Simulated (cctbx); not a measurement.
## From intensities to atoms

Cell a = 3.9570 Å, b = 3.9570 Å, c = 8.8530 Å, α = 90.00°, β = 90.00°, γ = 90.00°; space group P4/nmm (no. 129, origin choice 1); content Pr2 Co2 V4.

Simulated single-crystal data (cctbx): Mo Kα, λ = 0.71073 Å, to d = 0.77 Å, 95 % of the full sphere, strongest reflection 5000 counts, noise from counting, a 3 % proportional error and a noise floor of 15 counts (s.d.); no absorption, and some extinction, which the refinements don't model.

Charge flipping in P1 on plain amplitudes to 0.8 Å, δ = 1.1 σ, 10 % of the reflections treated as weak, 300 cycles:

```text
cycle      R  skewness
    0  0.584     0.16
   25  0.380     4.09
   50  0.370     3.90
   75  0.367     3.99
  100  0.337     3.89
  125  0.394     3.78
  150  0.371     4.01
  175  0.367     3.77
  200  0.364     3.91
  225  0.356     3.80
  250  0.350     3.62
  275  0.377     3.87
origin shift          correlation  skewness
 0.346  0.289  0.209      0.900      4.19
 0.352  0.791  0.460      0.886      2.77
 0.361  0.265  0.394      0.862      3.26
 0.346  0.289  0.209      0.900      4.19
taken: symmetry correlation 0.900, skewness 4.19
peak      x       y       z  mult  height/sigma
Q1    0.0000  0.5000  0.7536    2     13.9
Q2    0.0000  0.0000  0.0000    2      8.2
Q3    0.0000  0.5000  0.0985    2      4.1
Q4    0.0000  0.0000  0.5000    2      4.1
Q5    0.0000  0.5000  0.4250    2      2.3
Q6    0.0000  0.5000  0.2260    2      2.2
Q7    0.0000  0.0000  0.3232    4      2.1
Q8    0.1867  0.3133  0.1385    8      2.0
Q9    0.1997  0.3003  0.7533    8      1.7
```

The origin is taken among those within 0.04 of the best correlation, by the skewness of the map.

Run time: 0.36 s on 1 thread of Arm Neoverse V2, on a shared host, peak memory 0.07 GiB.

Q: Assign the peaks.

Heights go roughly as Z and multiplicities must add up to the content. First model: Q1 = Pr1 (2 in the cell, height 13.9), Q2 = Co1 (2 in the cell, height 8.2), Q3 = V1 (2 in the cell, height 4.1) and Q4 = V2 (2 in the cell, height 4.1). Against the true structure, Q1 is Pr, Q2 is Co, Q3 is V and Q4 is V; the other peaks are not atoms.

Least squares on F², isotropic:

```text
Rint 0.053, 125 unique reflections to 0.77 A
cycle     R1     wR2    GooF  max shift (A)
   1  0.2624  0.4316  15.790   0.23199
   2  0.0171  0.0274   1.001   0.00010
final R1 0.0171 wR2 0.0274 GooF 1.001  parameters 6  data/parameter 20.8
atom        x        y        z      Ueq    occ   su(xyz)  su(Uiso or U11)
Pr1    0.00000  0.50000  0.76071   0.0033  1.000  0.00006  0.0002
Co1    0.00000  0.00000  0.00000   0.0054  1.000  0.00000  0.0003
V1     0.00000  0.50000  0.12469   0.0060  1.000  0.00018  0.0003
V2     0.00000  0.00000  0.50000   0.0043  1.000  0.00000  0.0004
difference map: max 1.14 min -1.09 rms 0.30
Q1    0.0000  0.5000  0.9612    2    1.16  1.45 A from V1
Q2    0.0000  0.1385  0.5262    8    0.93  0.60 A from V2
Q3    0.1726  0.3274  0.7926    8    0.89  1.01 A from Pr1
Q4    0.0000  0.1816  0.2820    8    0.74  1.88 A from V1
Q5    0.1153  0.3847  0.5751    8    0.72  1.72 A from V2
```

Anisotropic refinement:

```text
Rint 0.053, 125 unique reflections to 0.77 A
cycle     R1     wR2    GooF  max shift (A)
   1  0.0171  0.0274   1.018   0.00013
   2  0.0167  0.0270   1.005   0.00000
final R1 0.0167 wR2 0.0270 GooF 1.005  parameters 10  data/parameter 12.5
atom        x        y        z      Ueq    occ   su(xyz)  su(Uiso or U11)
Pr1    0.00000  0.50000  0.76072   0.0033  1.000  0.00006  0.0002
Co1    0.00000  0.00000  0.00000   0.0053  1.000  0.00000  0.0004
V1     0.00000  0.50000  0.12469   0.0060  1.000  0.00019  0.0005
V2     0.00000  0.00000  0.50000   0.0044  1.000  0.00000  0.0005
difference map: max 1.14 min -1.10 rms 0.30
Q1    0.0000  0.5000  0.9610    2    1.16  1.45 A from V1
Q2    0.1705  0.3295  0.7930    8    0.89  1.00 A from Pr1
Q3    0.0000  0.1327  0.5322    8    0.85  0.60 A from V2
Q4    0.0000  0.1849  0.2809    8    0.77  1.86 A from V1
Q5    0.1134  0.3866  0.5766    8    0.76  1.73 A from V2
Q6    0.1250  0.1615  0.0891   16    0.69  1.13 A from Co1
```

**Reading.** The refinement ends at R1 = 0.0167, wR2 = 0.0270, GooF = 1.00, with difference density between -1.10 and 1.14 e/Å³. Every site matches the true model in element, within 0.001 Å r.m.s., up to an allowed shift of origin.

True model:

| atom | mult. | x | y | z | Ueq (Å²) |
| --- | --- | --- | --- | --- | --- |
| Pr1 | 2 | 1/2 | 0 | 0.2606 | 0.0037 |
| Co1 | 2 | 0 | 0 | 1/2 | 0.0052 |
| V1 | 2 | 1/2 | 0 | 0.6247 | 0.0057 |
| V2 | 2 | 0 | 0 | 0 | 0.0045 |

This is a model crystal, built by substitution and not relaxed, with assumed displacement parameters.

[Middle refinement cycles are left out of these outputs.]

[Logs are printed without paths, hosts, clocks, repeated set-up lines and the standing remarks that a program may print on its own settings, such as how far it seeks lower states.]
